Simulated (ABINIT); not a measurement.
Planning a run of ABINIT 10.8.3 on ZrSe3 (P2_1/m). The input:

```
acell 3*1.0 Angstrom
rprim 
  5.410900000000 -0.000000000000 -0.000000000000
  -0.000000000000 3.748800000000 0.000000000000
  -1.229420909100 0.000000000000 9.363634990100
ntypat 2
znucl 40 34
natom 8
typat 1 1 2 2 2 2 2 2
xred 
  0.285000000000 0.250000000000 0.656000000000
  0.715000000000 0.750000000000 0.344000000000
  0.762000000000 0.250000000000 0.554000000000
  0.238000000000 0.750000000000 0.446000000000
  0.456000000000 0.250000000000 0.174000000000
  0.544000000000 0.750000000000 0.826000000000
  0.888000000000 0.250000000000 0.169000000000
  0.112000000000 0.750000000000 0.831000000000
pp_dirpath "pseudos"
pseudos "Zr.upf, Se.upf"
ecut 48
ngkpt 4 4 2
nshiftk 1
shiftk 0 0 0
kptopt 1
chksymbreak 0
nband 92
occopt 1
tolvrs 1e-08
nstep 60
prtwf 0
indata_prefix "in"
outdata_prefix "out"
tmpdata_prefix "tmp"
```

```sh
OMP_NUM_THREADS=1 mpirun -n 16 abinit run.abi > log
```

Estimate wall time and host memory on 16 MPI ranks of Arm Neoverse N1, shared host.

It took 11 min; on shared hardware allow 5.6 min to 22 min. Peak host memory was 2.9 GiB.

[Paths, hosts, dates, memory and timing lines, banners, echoed tables and standing remarks are left out of the program output.]

[Logs are printed without paths, hosts, clocks, repeated set-up lines and the standing remarks that a program may print on its own settings, such as how far it seeks lower states.]

[Runs of the session that timed out or met a known fault of the program may be left out.]

[Hosts, paths, dates, database ids (printed as entryN), source tags and the programs' standing remarks are cut or masked in the printed files.]

[G0W0 gaps are taken among the corrected bands and points alone; a level outside them can change the order at an edge.]

[Where Ansatz stands beside ABINIT at settings called matched, ABINIT's density can come from a denser mesh and the files from another edition; pairs whose starting gaps differed by over 0.03 eV were left out, so agreement reads better than it is.]
